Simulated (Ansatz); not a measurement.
Reflectivity of Bi (R-3m) at normal incidence (Ansatz, r2SCAN, independent particles, without spin-orbit coupling, line width 0.1 eV (Gaussian), carrier damping 0.05 eV):

```
E (eV)  R (%)
  1.00   73.2
  1.25   75.0
  1.50   76.2
  1.75   77.6
  2.00   80.1
  2.25   83.2
  2.50   83.8
  2.75   83.8
  3.00   83.2
  3.25   82.2
  3.50   80.4
  3.75   77.4
  4.00   74.6
  4.25   68.9
  4.50   64.1
  4.75   54.9
  5.00   41.9
```

Task: What colour would a polished face show in daylight?

Result: Near white: CIE x = 0.309, y = 0.328, luminous reflectivity 81 % under D65, from the mean over the axes.

[Logs are printed without paths, hosts, clocks, repeated set-up lines and the standing remarks that a program may print on its own settings, such as how far it seeks lower states.]
